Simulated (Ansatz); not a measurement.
## Bands, cutoff and cost in G0W0 for Si3N4 (P6_3/m)

Wanted: a G0W0 gap for Si3N4 (P6_3/m) that is converged in bands and cutoff, or an estimate of the limit.

Method: G0W0 on LDA, plane waves, PAW, in Ansatz 0.2.0.

## (1) The structure

Symmetry: P6_3/m, No. 176, hexagonal system. The conventional cell has a = 7.604 Å, b = 7.604 Å, c = 2.906 Å, α = 90.00°, β = 90.00°, γ = 120.00°. Si has 4 N at 1.73 to 1.74 Å nearest. Nearest to N lie 3 Si at 1.74 Å. Nearest to N lie 3 Si at 1.73 Å. Farther neighbours and most contacts between anions are not listed.

Coordinates:

```
Si N
1.0
     7.60440    0.00000    0.00000
    -3.80220    6.58560    0.00000
     0.00000    0.00000    2.90630
Si N
6 8
Direct
  0.76848 0.17456 0.25000
  0.59392 0.76848 0.75000
  0.82544 0.59392 0.25000
  0.23152 0.82544 0.75000
  0.40608 0.23152 0.25000
  0.17456 0.40608 0.75000
  0.03050 0.33024 0.25000
  0.70026 0.03050 0.75000
  0.66976 0.70026 0.25000
  0.96950 0.66976 0.75000
  0.29974 0.96950 0.25000
  0.33024 0.29974 0.75000
  0.66667 0.33333 0.25000
  0.33333 0.66667 0.75000
```

The cell and positions come from the Crystallography Open Database and are kept as given unless a step says otherwise.

## (2) 489 empty bands, screening to 130 eV

G0W0 replaces the xc potential by the self-energy, built once from these orbitals. Only a window of levels is corrected, while the sums run over the empty bands that the input names. This step takes hard PAW files.

File input.yaml:

```yaml
crystal:
  lattice:
    - [7.6044, 0.0, 0.0]
    - [-3.8022, 6.5856035805, 0.0]
    - [0.0, 0.0, 2.9063]
  atoms:
    - { symbol: Si, position: [0.768477, 0.174557, 0.25] }
    - { symbol: Si, position: [0.59392, 0.768477, 0.75] }
    - { symbol: Si, position: [0.825443, 0.59392, 0.25] }
    - { symbol: Si, position: [0.231523, 0.825443, 0.75] }
    - { symbol: Si, position: [0.40608, 0.231523, 0.25] }
    - { symbol: Si, position: [0.174557, 0.40608, 0.75] }
    - { symbol: "N", position: [0.0305, 0.33024, 0.25] }
    - { symbol: "N", position: [0.70026, 0.0305, 0.75] }
    - { symbol: "N", position: [0.66976, 0.70026, 0.25] }
    - { symbol: "N", position: [0.9695, 0.66976, 0.75] }
    - { symbol: "N", position: [0.29974, 0.9695, 0.25] }
    - { symbol: "N", position: [0.33024, 0.29974, 0.75] }
    - { symbol: "N", position: [0.6666666667, 0.3333333333, 0.25] }
    - { symbol: "N", position: [0.3333333333, 0.6666666667, 0.75] }
kpoints:
  mp_grid: { grid: [6, 6, 6] }
hamiltonian:
  xc: lda
  pseudopotentials: { kind: paw, source: ansatz }
scf:
  occupations: { method: fixed }
gw:
  n_empty_bands: 489
  ecut_chi: 130.0
  qp_bands: [v4, c4]
  qp_kpoints: band_edges
  screening: { model: contour_deformation }
```

Started as:

```
ansatz run input.yaml --threads 16 --pin off --max-ram 82944MiB --backend cuda --events-out ev --progress --plain --runs-dir out --devices 1 --max-vram 78GiB
```

Numbers of over 12 decimals in the logs are rounded to 6 here.

The log of the run:

```text
GPUs: using 1 of 1 available (devices: 1).
Engine: ansatz 0.2.0, aarch64-unknown-linux-gnu
Pseudopotentials: kind: paw
Pseudopotential: Si, paw, valence charge 4, recommended cutoff 460 eV (normal), Si.paw.azcp
Pseudopotential: N, paw, valence charge 5, recommended cutoff 870 eV (normal), N.paw.azcp
Functional definition: SPW92
  exchange = slater_x
  correlation = pw_c
[...]
Crystal: 14 atoms, lattice volume = 145.546 Å³
Basis set: ecut = 870 eV, 8425 PW (Γ)
Bands: 46, of which v1, the nominal top of the filled ones, is band 32 counted from 1 (31 counted from 0)
Symmetry: 12 space group operations
Space group: P63/m (ITA 176), of the structure as read, at distance tolerance 5.3e-5 Å
k-points: 32 of 216
Non-local potential: Si, projectors of the file, l = 0: 2, l = 1: 3, l = 2: 1
Non-local potential: N, projectors of the file, l = 0: 2, l = 1: 2, l = 2: 1, l = 3: 1
PAW form: soft (Blöchl's): semilocal exchange-correlation on the pseudo side does not see the compensation charge
PAW frozen core: Si, regenerated for the run's functional, and the local potential with it (the file was generated under x = pbe(κ = 0.804, μ = 0.219515), c = pbe(β = 0.066725))
PAW frozen core: N, regenerated for the run's functional, and the local potential with it (the file was generated under x = pbe(κ = 0.804, μ = 0.219515), c = pbe(β = 0.066725))
PAW one-centre angular grid: Si, 110 points (default); XC on 64 Gauss nodes
PAW one-centre angular grid: N, 194 points (default); XC on 64 Gauss nodes
Initial density: superposition of atomic densities (chi_scale 0.1, normalization cell, long waves kept (reshape's long-wave potential 0.02 eV rms))
Initial wavefunctions: pseudopotential atomic-orbital guess
[...]
Functional: x = slater, c = lda
SCF iter   1: F=—  HF=-6671.537021 eV  |F-HF|=—  |Δ(HF+E_count)|=         —  Δρ=1.62e-1  dr2=3.72e1  ethr=3.10e-3  ⟨swp⟩=6.0  Hψ=7011  notcnv=0  defer=352
preconditioner: auto → Resta (q_TF=auto, 2.379 Å⁻¹)  ε∞=3.5  [insulator: Δε(μ)=6.020 eV  Ē_g=15.458 eV  n_scr=32 (ndim 8)  ℏωp=24.6 eV  f_vac=0.010  ε∞_Penn≈3.5]
SCF iter   2: F=—  HF=-6660.919318 eV  |F-HF|=—  |Δ(HF+E_count)|=    1.06e1  Δρ=4.62e-2  dr2=1.86e0  ethr=3.10e-3  ⟨swp⟩=4.3  Hψ=4077  notcnv=0  defer=358
SCF iter   3: F=—  HF=-6660.439219 eV  |F-HF|=—  |Δ(HF+E_count)|=   4.80e-1  Δρ=2.21e-2  dr2=4.21e-1  ethr=2.91e-3  ⟨swp⟩=1.1  Hψ=1730  notcnv=0  defer=338
SCF iter   4: F=—  HF=-6660.316405 eV  |F-HF|=—  |Δ(HF+E_count)|=   1.23e-1  Δρ=1.88e-3  dr2=7.08e-3  ethr=6.58e-4  ⟨swp⟩=3.2  Hψ=2169  notcnv=0  defer=376
SCF iter   5: F=—  HF=-6660.316899 eV  |F-HF|=—  |Δ(HF+E_count)|=   4.94e-4  Δρ=1.47e-3  dr2=3.08e-3  ethr=1.11e-5  ⟨swp⟩=3.0  Hψ=2355  notcnv=0  defer=378
SCF iter   6: F=—  HF=-6660.316416 eV  |F-HF|=—  |Δ(HF+E_count)|=   4.83e-4  Δρ=3.33e-4  dr2=1.54e-4  ethr=4.81e-6  ⟨swp⟩=2.0  Hψ=2184  notcnv=0  defer=378
SCF iter   7: F=—  HF=-6660.316422 eV  |F-HF|=—  |Δ(HF+E_count)|=   5.82e-6  Δρ=6.34e-5  dr2=1.10e-5  ethr=2.41e-7  ⟨swp⟩=2.9  Hψ=2880  notcnv=0  defer=377
SCF iter   8: F=—  HF=-6660.316428 eV  |F-HF|=—  |Δ(HF+E_count)|=   5.94e-6  Δρ=1.02e-5  dr2=1.96e-7  ethr=1.73e-8  ⟨swp⟩=2.3  Hψ=1931  notcnv=0  defer=358
SCF iter   9: F=-6660.316428 eV  HF=-6660.316428 eV  |F-HF|=1.31e-10  |Δ(HF+E_count)|=   1.33e-7  Δρ=1.61e-6  dr2=3.12e-9  ethr=1.56e-10  ⟨swp⟩=17.1  Hψ=8500  notcnv=0
SCF 1 converged in 9 iterations: F = -6660.316428 eV  dr2 = 3.12e-9
  greatest PAW one-centre occupation: 0.480 electrons in one spin orbital (limit 2), on the Si atom at site 5 (counted from 0), in its partial waves of l = 0
[...]
NSCF: frozen V_eff on 32 k-points, pencils in batches of 32, up to order 184
the band table was solved once the SCF had ended and its energy, with any forces and stress, was formed, with the checks that follow a solve (6817 applications of the Hamiltonian). They found nothing against the state; the energy, forces and stress were not computed again (output.eigenvalues in the input reference)
[...]
NSCF: frozen V_eff on 32 k-points
G₀W₀ screening: q 1/32
[... further progress lines ...]
SCF converged after 9 iterations
Free energy (F): -6660.316428 eV
Harris-Foulkes:  -6660.316428 eV  (|F-HF|=1.31e-10)
[...]
20    36     13.2209    -7.8438    -4.5710   -13.5549  0.8258    14.3704    14.3611  root
    22    29      6.3218   -21.1490     3.3078   -17.0008  0.7869     5.4750     5.4815  root
    22    30      6.6728   -21.0897     3.2735   -16.9882  0.7866     5.8386     5.8449  root
    22    31      6.9349   -21.2298     3.2383   -17.1845  0.7874     6.1221     6.1279  root
    22    32      7.2938   -21.3713     3.1742   -17.4283  0.7886     6.5200     6.5250  root
    22    33     12.8727    -7.7274    -4.5741   -13.4573  0.8283    14.0377    14.0285  root
    22    34     13.2059    -7.0287    -4.6040   -12.7585  0.8282    14.3408    14.3317  root
    22    35     13.5245    -7.5306    -4.6404   -13.3529  0.8254    14.7166    14.7064  root
    22    36     13.8223    -6.3953    -4.4441   -11.8954  0.8314    14.8862    14.8783  root
    23    29      6.5166   -20.9687     3.2831   -16.8442  0.7868     5.6687     5.6752  root
    23    30      6.5166   -20.9687     3.2831   -16.8442  0.7868     5.6687     5.6752  root
    23    31      6.9187   -21.1468     3.2136   -17.1257  0.7881     6.1054     6.1111  root
    23    32      6.9187   -21.1468     3.2136   -17.1257  0.7881     6.1054     6.1111  root
    23    33     12.7461    -7.6231    -4.5081   -13.2602  0.8288    13.8838    13.8751  root
    23    34     12.7461    -7.6231    -4.5081   -13.2602  0.8288    13.8838    13.8751  root
    23    35     13.5519    -7.3374    -4.5442   -13.0256  0.8262    14.7053    14.6958  root
    23    36     13.5519    -7.3374    -4.5442   -13.0256  0.8262    14.7053    14.6958  root
    24    29      6.6301   -20.9042     3.1889   -16.8974  0.7877     5.8062     5.8122  root
    24    30      7.1665   -21.3481     3.1498   -17.4343  0.7885     6.3975     6.4024  root
    24    31      7.6856   -21.6224     3.2028   -17.6901  0.7885     6.9518     6.9562  root
    24    32      7.7686   -21.6925     3.2029   -17.7677  0.7886     7.0423     7.0466  root
    24    33     12.5378    -7.8318    -4.5290   -13.5607  0.8275    13.7477    13.7377  root
    24    34     12.6014    -7.7440    -4.5166   -13.4170  0.8286    13.7669    13.7577  root
    24    35     12.7397    -7.7101    -4.5956   -13.4992  0.8278    13.9432    13.9332  root
[...]
31    29      6.5887   -21.0268     3.2576   -16.9367  0.7880     5.7500     5.7562  root
    31    30      6.5887   -21.0268     3.2576   -16.9367  0.7880     5.7500     5.7562  root
    31    31      6.8891   -21.0966     3.2187   -17.0677  0.7875     6.0730     6.0788  root
    31    32      6.8891   -21.0966     3.2187   -17.0677  0.7875     6.0730     6.0788  root
    31    33     12.8992    -7.8551    -4.5673   -13.5847  0.8265    14.0710    14.0615  root
    31    34     12.8992    -7.8551    -4.5673   -13.5847  0.8265    14.0710    14.0615  root
    31    35     13.6766    -6.7452    -4.5312   -12.3792  0.8286    14.7884    14.7795  root
    31    36     13.6766    -6.7452    -4.5312   -12.3792  0.8286    14.7884    14.7795  root
```

Wall time 4 min (1 × NVIDIA GB200 (shared by 2 runs) with 16 threads of Arm Neoverse V2, shared host); peak memory 5.3 GiB.

Reading the cycles: dr2 is the Hartree energy of the density residual (eV), the measure of convergence; HF is the Harris–Foulkes estimate of the energy, which meets the free energy F at convergence.

This step gave:

```
bands summed                                 : 521
RPA ε∞ on this mesh (eigenvalues)            : 4.083, 4.083, 4.184
plane waves in the screening matrix          : 503
q-points in the mesh                         : 216
G0W0 gap on the mesh                         : 5.994 eV
k of the valence top                         : 0, 0, 0.1667
k of the conduction bottom                   : 0, 0, 0
starting gap on the mesh                     : 4.145 eV
Z at the valence top                         : 0.7901
Z at the conduction bottom                   : 0.8330
least direct G0W0 gap on the computed points : 6.226 eV
```

The gap on the mesh goes from 4.15 eV to 5.99 eV, a correction of +1.85 eV. Between the two edge states, bare exchange in place of the xc potential would open the gap by 9.45 eV, and correlation takes back 7.60 eV.

## (3) 1005 empty bands, screening to 210 eV

Bands and screening cutoff are moved together, since each hides the error of the other.

Edit input.yaml of step 2 so:

```diff
@@ -28,4 +28,4 @@
 gw:
-  n_empty_bands: 489
-  ecut_chi: 130.0
+  n_empty_bands: 1005
+  ecut_chi: 210.0
   qp_bands: [v4, c4]
```

The log of the run:

```text
GPUs: using 1 of 1 available (devices: 1).
[...]
Crystal: 14 atoms, lattice volume = 145.546 Å³
Basis set: ecut = 870 eV, 8425 PW (Γ)
Bands: 46, of which v1, the nominal top of the filled ones, is band 32 counted from 1 (31 counted from 0)
[... 1 set-up line as in the run before ...]
[...]
k-points: 32 of 216
[...]
SCF iter   1: F=—  HF=-6671.537021 eV  |F-HF|=—  |Δ(HF+E_count)|=         —  Δρ=1.62e-1  dr2=3.72e1  ethr=3.10e-3  ⟨swp⟩=6.0  Hψ=7011  notcnv=0  defer=352
[...]
SCF iter   9: F=-6660.316428 eV  HF=-6660.316428 eV  |F-HF|=1.31e-10  |Δ(HF+E_count)|=   1.33e-7  Δρ=1.61e-6  dr2=3.12e-9  ethr=1.56e-10  ⟨swp⟩=17.1  Hψ=8500  notcnv=0
SCF 1 converged in 9 iterations: F = -6660.316428 eV  dr2 = 3.12e-9
[...]
NSCF: frozen V_eff on 32 k-points, pencils in batches of 32, up to order 184
[...]
NSCF: frozen V_eff on 32 k-points
G₀W₀ screening: q 1/32
[... further progress lines ...]
SCF converged after 9 iterations
Free energy (F): -6660.316428 eV
[...]
20    36     13.2209    -7.8438    -4.6993   -13.5549  0.8250    14.2400    14.2328  root
    22    29      6.3218   -21.1490     3.0725   -17.0008  0.7844     5.2352     5.2462  root
    22    30      6.6728   -21.0897     3.0399   -16.9882  0.7841     5.6007     5.6113  root
    22    31      6.9349   -21.2298     2.9983   -17.1845  0.7848     5.8779     5.8879  root
    22    32      7.2938   -21.3713     2.9253   -17.4283  0.7859     6.2671     6.2762  root
    22    33     12.8727    -7.7274    -4.6943   -13.4573  0.8277    13.9156    13.9083  root
    22    34     13.2059    -7.0287    -4.7176   -12.7585  0.8277    14.2254    14.2181  root
    22    35     13.5245    -7.5306    -4.7685   -13.3529  0.8248    14.5864    14.5783  root
[...]
31    33     12.8992    -7.8551    -4.6955   -13.5847  0.8258    13.9407    13.9333  root
    31    34     12.8992    -7.8551    -4.6955   -13.5847  0.8258    13.9407    13.9333  root
    31    35     13.6766    -6.7452    -4.6540   -12.3792  0.8280    14.6636    14.6567  root
    31    36     13.6766    -6.7452    -4.6540   -12.3792  0.8280    14.6636    14.6567  root
```

Run time: 11 min. Hardware: 1 × NVIDIA GB200 (shared by 2 runs) with 16 threads; peak memory 11 GiB.

Numbers from this step:

| Item | Value |
| --- | --- |
| bands summed | 1037 |
| RPA ε∞ on this mesh (eigenvalues) | 4.077, 4.077, 4.176 |
| plane waves in the screening matrix | 1021 |
| q-points in the mesh | 216 |
| G0W0 gap on the mesh | 6.164 eV |
| k of the valence top | 0, 0, 0.1667 |
| k of the conduction bottom | 0, 0, 0 |
| starting gap on the mesh | 4.145 eV |
| Z at the valence top | 0.7872 |
| Z at the conduction bottom | 0.8326 |
| least direct G0W0 gap on the computed points | 6.386 eV |

Against the run with 6×6×6 mesh, 489 empty bands, screening to 130 eV, hard PAW files, the gap moves by +0.17 eV.

## (4) Changing the k mesh: 6×6×8 mesh, 489 empty bands, screening to 130 eV, hard PAW files

A second mesh at equal bands and cutoff isolates the sampling error. Bands and cutoff differ from the step before, so it is read against an earlier run that matches them.

Edit input.yaml of step 3 so:

```diff
@@ -21,3 +21,3 @@
 kpoints:
-  mp_grid: { grid: [6, 6, 6] }
+  mp_grid: { grid: [6, 6, 8] }
 hamiltonian:
@@ -28,4 +28,4 @@
 gw:
-  n_empty_bands: 1005
-  ecut_chi: 210.0
+  n_empty_bands: 489
+  ecut_chi: 130.0
   qp_bands: [v4, c4]
```

The log of the run:

```text
GPUs: using 1 of 1 available (devices: 1).
[...]
Crystal: 14 atoms, lattice volume = 145.546 Å³
Basis set: ecut = 870 eV, 8425 PW (Γ)
Bands: 46, of which v1, the nominal top of the filled ones, is band 32 counted from 1 (31 counted from 0)
[... 1 set-up line as in the run before ...]
[...]
k-points: 40 of 288
[...]
29    34     12.7460    -7.6221    -4.5084   -13.2602  0.8288    13.8844    13.8757  root
    29    35     13.5518    -7.3377    -4.5435   -13.0257  0.8262    14.7057    14.6962  root
[...]
39    33     12.8991    -7.8544    -4.5674   -13.5847  0.8265    14.0715    14.0621  root
    39    34     12.8991    -7.8544    -4.5674   -13.5847  0.8265    14.0715    14.0621  root
    39    35     13.6765    -6.7454    -4.5305   -12.3794  0.8287    14.7889    14.7800  root
    39    36     13.6765    -6.7454    -4.5305   -12.3794  0.8287    14.7889    14.7800  root
[key lines of the parts left out:]
SCF converged after 9 iterations
```

Wall time 5.6 min (1 × NVIDIA GB200 (shared by 2 runs) with 16 threads); peak memory 6.2 GiB.

This step gave:

```
bands summed                                 : 521
RPA ε∞ on this mesh (eigenvalues)            : 4.083, 4.083, 4.157
plane waves in the screening matrix          : 503
G0W0 gap on the mesh                         : 6.011 eV
k of the valence top                         : 0, 0, 0.125
k of the conduction bottom                   : 0, 0, 0
starting gap on the mesh                     : 4.163 eV
least direct G0W0 gap on the computed points : 6.222 eV
```

Against the run with 6×6×6 mesh, 489 empty bands, screening to 130 eV, hard PAW files, the gap moves by +0.017 eV. A band edge is found at another k point on this mesh.

## (5) The runs together

Times are wall times on 1 × NVIDIA GB200 (shared by 2 runs) with 16 threads of Arm Neoverse V2, shared host, good to a factor of about two.

```tsv
mesh	files	frequency	bands summed	cutoff (eV)	start (eV)	G0W0 (eV)	time	host memory (GiB)
6×6×6	hard PAW	contour deformation	521	130	4.145	5.994	4 min	5.3
6×6×6	hard PAW	contour deformation	1037	210	4.145	6.164	11 min	11
6×6×8	hard PAW	contour deformation	521	130	4.163	6.011	5.6 min	6.2
```

The parts of the quasiparticle energy at the two band edges (eV; QP = start + Σx + Σc − Vxc):

```tsv
run	edge	start	Σx	Σc	Vxc	Z	QP
521 bands	valence top	8.03	-21.85	3.07	-18.08	0.79	7.34
521 bands	conduction bottom	12.17	-7.18	-4.53	-12.86	0.83	13.33
1037 bands	valence top	8.03	-21.85	2.80	-18.08	0.79	7.07
1037 bands	conduction bottom	12.17	-7.18	-4.63	-12.86	0.83	13.23
```

## (6) Outcome

```
521 bands, 130 eV                   : 5.994 eV
1037 bands, 210 eV                  : 6.164 eV
estimated limit in bands and cutoff : 6.34 eV
mesh and start                      : 6×6×6, LDA
```

What this shows: A line in one over the bands through the two rungs gives 6.34 eV, +0.17 eV from the top rung; with two points alone it is an unchecked estimate. The rungs stand 0.34 eV (521 bands) and 0.17 eV (1037 bands) from it. From 521 to 1037 bands the gap moves by +0.17 eV while the time grows 2.7-fold. Σc changes by −0.27 eV at the valence top and −0.10 eV at the conduction bottom, so the valence edge carries most of the change. On the 6×6×8 mesh in place of 6×6×6 the gap differs by +0.02 eV, of which +0.02 eV is already in the start. Gaps are over the mesh's points; an edge off the mesh would be missed.

[Paths, hosts, dates, memory and timing lines, banners, echoed tables and standing remarks are left out of the program output.]

[Logs are printed without paths, hosts, clocks, repeated set-up lines and the standing remarks that a program may print on its own settings, such as how far it seeks lower states.]

[Runs of the session that timed out or met a known fault of the program may be left out.]

[Cells called generated may have been cut or substituted from an entry of the Crystallography Open Database or the Materials Project.]

[Hosts, paths, dates, database ids (printed as entryN), source tags and the programs' standing remarks are cut or masked in the printed files.]
